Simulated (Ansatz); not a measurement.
# Lattice dynamics of SnTeS monolayer, Janus, part 2 of 2

Wanted: vibrations and spectra of SnTeS monolayer, Janus; the cell is already relaxed. After the zone centre comes a 3×3×1 q mesh on a 12×12×1 k mesh.

Ansatz 0.2.0; DFT LDA, scalar-relativistic, plane waves, PAW; PAW set soft_1.

So far, highest frequency on the path or at a solved wavevector (cm⁻¹): step 3 (response at finite wavevector) 301.

**4. Another isotope, element S, natural mass 32.06 amu**

An isotope changes the mass and not the force constants, so no new electronic calculation is needed; the shifts show which modes move this element.

The same force constants with the mass of S changed from 32.060 to 33.968 u (phonopy, no LO-TO term). Both lists are sorted by frequency; levels can cross, so a row need not hold one and the same mode. Modes under 3 cm⁻¹ are left out. Isotope shifts, by row:

```
              q  rank  natural mass (cm⁻¹)  changed mass (cm⁻¹)
          0 0 0     4                87.76                87.53
          0 0 0     5                87.76                87.53
          0 0 0     6                144.6                144.2
          0 0 0     7                179.4                175.4
          0 0 0     8                179.4                175.4
          0 0 0     9                300.7                  294
     0 0.3333 0     1                34.74                34.66
     0 0.3333 0     2                 47.2                47.13
     0 0.3333 0     3                89.63                 89.5
     0 0.3333 0     4                105.2                104.9
     0 0.3333 0     5                131.2                130.9
     0 0.3333 0     6                139.1                138.5
     0 0.3333 0     7                180.8                176.5
     0 0.3333 0     8                197.6                193.1
     0 0.3333 0     9                268.5                262.2
0.3333 0.3333 0     1                 39.1                39.05
0.3333 0.3333 0     2                87.79                87.79
0.3333 0.3333 0     3                98.21                98.11
0.3333 0.3333 0     4                123.5                123.4
0.3333 0.3333 0     5                132.9                132.4
0.3333 0.3333 0     6                142.2                141.8
0.3333 0.3333 0     7                193.4                188.4
0.3333 0.3333 0     8                224.4                218.6
0.3333 0.3333 0     9                254.1                247.9
```

A mode of this element alone would shift by -2.85 %. The highest zone-centre frequency without the field goes from 300.7 to 294.0 cm⁻¹ (-2.2 %). The product of the frequency ratios over all optical modes at Γ is 0.927; the product rule, (m/m′)^(3k/2) (M′/M)^(3/2) with k = 1 such atoms and M the mass of the cell, gives 0.926.

**5. Another isotope, element Sn, natural mass 118.71 amu**

The same for Sn, from 118.71 to 123.91 u.

The same force constants with the mass of Sn changed from 118.710 to 123.905 u (phonopy, no LO-TO term). Both lists are sorted by frequency; levels can cross, so a row need not hold one and the same mode. Modes under 3 cm⁻¹ are left out. Isotope shifts, by row:

```
              q  rank  natural mass (cm⁻¹)  changed mass (cm⁻¹)
          0 0 0     4                87.76                87.07
          0 0 0     5                87.76                87.07
          0 0 0     6                144.6                143.5
          0 0 0     7                179.4                178.7
          0 0 0     8                179.4                178.7
          0 0 0     9                300.7                299.4
     0 0.3333 0     1                34.74                34.38
     0 0.3333 0     2                 47.2                46.78
     0 0.3333 0     3                89.63                89.41
     0 0.3333 0     4                105.2                104.2
     0 0.3333 0     5                131.2                129.8
     0 0.3333 0     6                139.1                137.4
     0 0.3333 0     7                180.8                180.2
     0 0.3333 0     8                197.6                  197
     0 0.3333 0     9                268.5                267.6
0.3333 0.3333 0     1                 39.1                38.73
0.3333 0.3333 0     2                87.79                87.26
0.3333 0.3333 0     3                98.21                 97.6
0.3333 0.3333 0     4                123.5                122.3
0.3333 0.3333 0     5                132.9                131.3
0.3333 0.3333 0     6                142.2                140.2
0.3333 0.3333 0     7                193.4                193.1
0.3333 0.3333 0     8                224.4                224.2
0.3333 0.3333 0     9                254.1                253.3
```

A mode of this element alone would shift by -2.12 %. The highest zone-centre frequency without the field goes from 300.7 to 299.4 cm⁻¹ (-0.4 %). The product of the frequency ratios over all optical modes at Γ is 0.964; the product rule, (m/m′)^(3k/2) (M′/M)^(3/2) with k = 1 such atoms and M the mass of the cell, gives 0.964.

**6. Isotope substitution, element Te, natural mass 127.6 amu**

The same for Te, from 127.60 to 129.91 u.

The same force constants with the mass of Te changed from 127.600 to 129.906 u (phonopy, no LO-TO term). Both lists are sorted by frequency; levels can cross, so a row need not hold one and the same mode. Modes under 3 cm⁻¹ are left out. Isotope shifts, by row:

```
              q  rank  natural mass (cm⁻¹)  changed mass (cm⁻¹)
          0 0 0     4                87.76                87.34
          0 0 0     5                87.76                87.34
          0 0 0     6                144.6                143.9
          0 0 0     7                179.4                179.4
          0 0 0     8                179.4                179.4
          0 0 0     9                300.7                300.7
     0 0.3333 0     1                34.74                 34.6
     0 0.3333 0     2                 47.2                46.96
     0 0.3333 0     3                89.63                88.95
     0 0.3333 0     4                105.2                104.8
     0 0.3333 0     5                131.2                130.7
     0 0.3333 0     6                139.1                138.8
     0 0.3333 0     7                180.8                180.8
     0 0.3333 0     8                197.6                197.6
     0 0.3333 0     9                268.5                268.5
0.3333 0.3333 0     1                 39.1                38.92
0.3333 0.3333 0     2                87.79                87.22
0.3333 0.3333 0     3                98.21                 97.6
0.3333 0.3333 0     4                123.5                  123
0.3333 0.3333 0     5                132.9                132.5
0.3333 0.3333 0     6                142.2                141.9
0.3333 0.3333 0     7                193.4                193.4
0.3333 0.3333 0     8                224.4                224.3
0.3333 0.3333 0     9                254.1                254.1
```

A mode of this element alone would shift by -0.89 %. The highest zone-centre frequency without the field goes from 300.7 to 300.7 cm⁻¹ (+0.0 %). The product of the frequency ratios over all optical modes at Γ is 0.986; the product rule, (m/m′)^(3k/2) (M′/M)^(3/2) with k = 1 such atoms and M the mass of the cell, gives 0.986.

**7. Results**

- space group (within 0.01 Å): P3m1
- area per atom: 4.14 Å²
- electronic character: no gap on this mesh
- highest optical mode at the zone centre (no LO-TO term): 301 cm⁻¹
- lowest optical zone-centre mode: 87.8 cm⁻¹
- lowest mode on the q mesh (acoustic modes at Γ apart): 34.7 cm⁻¹
- highest frequency on the path or at a solved wavevector: 301 cm⁻¹
- imaginary modes on the 3×3×1 q mesh: none

What this shows: No mode is imaginary at the 3 irreducible wavevectors solved, but between them the interpolated path dips to 23.4i cm⁻¹, so stability is not settled. The optical modes at Γ span 88 to 301 cm⁻¹. The highest mode in this list at Γ, 300.7 cm⁻¹, is mostly motion of S (79 % of the kinetic energy). The interpolated path dips to 23i cm⁻¹ between the solved wavevectors, which may come from the interpolation; a denser q mesh would tell. With no gap, or one that is small against the smearing, the frequencies hang on the k mesh and the smearing, most of all near Kohn anomalies. In a sheet or slab the interpolated bending branch near Γ is rough, since the rotational sum rule isn't imposed. Spin-orbit coupling is left out, which can matter for the heavy elements here. The PAW files were made for PBE and serve the other functionals too. The starting cell was built on a prototype and not taken from a measurement. These are harmonic frequencies at zero temperature: anharmonic shifts, linewidths and thermal expansion are left out.

[Logs are printed without paths, hosts, clocks, repeated set-up lines and the standing remarks that a program may print on its own settings, such as how far it seeks lower states.]

[Hosts, paths, dates, database ids (printed as entryN), source tags and the programs' standing remarks are cut or masked in the printed files.]
